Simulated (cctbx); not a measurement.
**Accept or mend?**

Cell a = 3.9650 Å, b = 24.4460 Å, c = 4.0660 Å, α = 90.00°, β = 90.00°, γ = 90.00°; space group Cmcm (no. 63).

The data are simulated with cctbx, not measured: Cu Kα, λ = 1.54184 Å, to d = 0.83 Å, 80 % of the full sphere, strongest reflection 20000 counts, noise from counting, a 2 % proportional error and a noise floor of 4 counts (s.d.); no absorption.

An anisotropic refinement with weights 1/σ² prints:

```text
Rint 0.021, 237 unique reflections to 0.83 A
cycle     R1     wR2    GooF  max shift (A)
   1  0.3336  0.6560  33.996   0.01214
   3  0.1327  0.3369  17.458   0.00007
final R1 0.1327 wR2 0.3369 GooF 17.458  parameters 16  data/parameter 14.8
atom        x        y        z      Ueq    occ   su(xyz)  su(Uiso or U11)
Te1    0.50000  0.57017  0.75000  -0.0163  1.000  0.00020  0.0025  NPD
Nd1    0.00000  0.82279  0.75000   0.0055  1.000  0.00028  0.0036
Re1    0.50000  0.92489  0.75000   0.0227  1.000  0.00031  0.0039
Se1    0.00000  0.70431  0.75000   0.0031  1.000  0.00051  0.0053
difference map: max 25.34 min -6.36 rms 2.65
Q1    0.0000  0.0707  0.7500    4   25.44  0.01 A from Te1
Q2    0.0000  0.1710  0.2500    4   19.43  0.15 A from Nd1
Q3    0.0000  0.2883  0.2500    4   10.04  0.18 A from Se1
Q4    0.0000  0.4238  0.7500    4    5.90  0.03 A from Re1
Q5    0.0000  0.4938  0.2500    4    3.13  1.99 A from Re1
Q6    0.0000  0.0095  0.6094    8    2.92  1.59 A from Te1
```

Q: Accept it or mend it, and why?

Mend it. The fault: elements exchanged: Re1 is Te and Te1 is Re. Against the right model at the same level, R1 goes from 0.0078 to 0.1327 and GooF from 0.90 to 17.46, U of Te1 shrinks from 0.0084 to -0.0163 Å², U of Re1 swells from 0.0091 to 0.0227 Å², the top difference peak, 25.4 e/Å³, lies on Te1 and Te1 goes non-positive-definite. Re1 has 23 electrons too many and its U swells to shed them, as expected; Te1 has 23 electrons too few and its U shrinks to make up, as expected.

The compound is NdReTeSe. The right model at the same level gives:

```text
Rint 0.021, 237 unique reflections to 0.83 A
cycle     R1     wR2    GooF  max shift (A)
   1  0.0161  0.0391   2.029   0.00095
   2  0.0078  0.0174   0.902   0.00000
final R1 0.0078 wR2 0.0174 GooF 0.902  parameters 16  data/parameter 14.8
atom        x        y        z      Ueq    occ   su(xyz)  su(Uiso or U11)
Re1    0.50000  0.57021  0.75000   0.0084  1.000  0.00001  0.0001
Nd1    0.00000  0.82330  0.75000   0.0105  1.000  0.00001  0.0002
Te1    0.50000  0.92491  0.75000   0.0091  1.000  0.00001  0.0002
Se1    0.00000  0.70480  0.75000   0.0079  1.000  0.00002  0.0003
difference map: max 0.42 min -0.54 rms 0.12
Q1    0.0000  0.4031  0.0918    8    0.44  1.49 A from Te1
Q2    0.0000  0.2617  0.2500    4    0.39  0.82 A from Se1
Q3    0.2653  0.1961  0.7500    8    0.35  0.95 A from Se1
Q4    0.0000  0.2180  0.2500    4    0.35  1.01 A from Nd1
Q5    0.0000  0.1431  0.2500    4    0.33  0.82 A from Nd1
Q6    0.2176  0.0577  0.7500    8    0.31  0.92 A from Re1
```

The model is made up (kin elements in a known structure type, no relaxation), so it says nothing on whether the phase exists.

[Middle refinement cycles are left out of these outputs.]

[Logs are printed without paths, hosts, clocks, repeated set-up lines and the standing remarks that a program may print on its own settings, such as how far it seeks lower states.]
